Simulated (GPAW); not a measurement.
# The Sn K excitation threshold of SnO2 (Cassiterite, P4_2/mnm) under uniform strain

For each volume the threshold was computed as E(hole) − E(ground) plus the lowest empty eigenvalue of the hole cell (GPAW, PBE, 12-atom cell, total energies on 4×4×4 k points, the eigenvalue on 5×5×5, hole spin-paired). The values are raw; only their change is used. The threshold is the spectrum's zero, where absorption may be weak, not the visible edge.

| volume | ln(V/V₀) | threshold (eV) |
| --- | --- | --- |
| V × 0.94 | -0.06188 | 29290.608 |
| V × 0.97 | -0.03046 | 29290.422 |
| V × 1 | +0.00000 | ? |
| V × 1.03 | +0.02956 | 29290.082 |
| V × 1.06 | +0.05827 | 29289.979 |

Question: Fit a straight line in ln(V/V₀), give its slope, and predict the threshold at V × 1.

The means of the given rows are x̄ = -0.00113 and Ē = 29290.273 eV. Σ(x − x̄)(E − Ē) = -0.04805 and Σ(x − x̄)² = 0.009021, so the slope is -5.33 eV, and the line passes the given rows within 0.027 eV. At x = +0.00000 it gives 29290.273 + (-5.33) × (+0.00113) = 29290.267 eV. The run gives 29290.246 eV, a miss of +0.021 eV over a total move of -0.629 eV. The slope is the clamped-ion volume deformation potential of the lowest empty level of the hole cell on this mesh (the hole may pull it below the band edge) against the Sn 1s level, with the hole's relaxation included: the threshold falls by 0.053 eV for 1 % of expansion. The charged cell's image error also scales with the cell's size and isn't taken out.

[Hosts, paths, dates, database ids (printed as entryN), source tags and the programs' standing remarks are cut or masked in the printed files.]

[Lists of maxima count a maximum above −3 eV only where it reaches 4 % of the highest in the window and stands out from its surroundings by 2 % of it (1.5 % where it reaches 55 %); shoulders and weaker maxima are passed over, and of the rest the first, up to two pre-edge ones and the few strongest are named.]
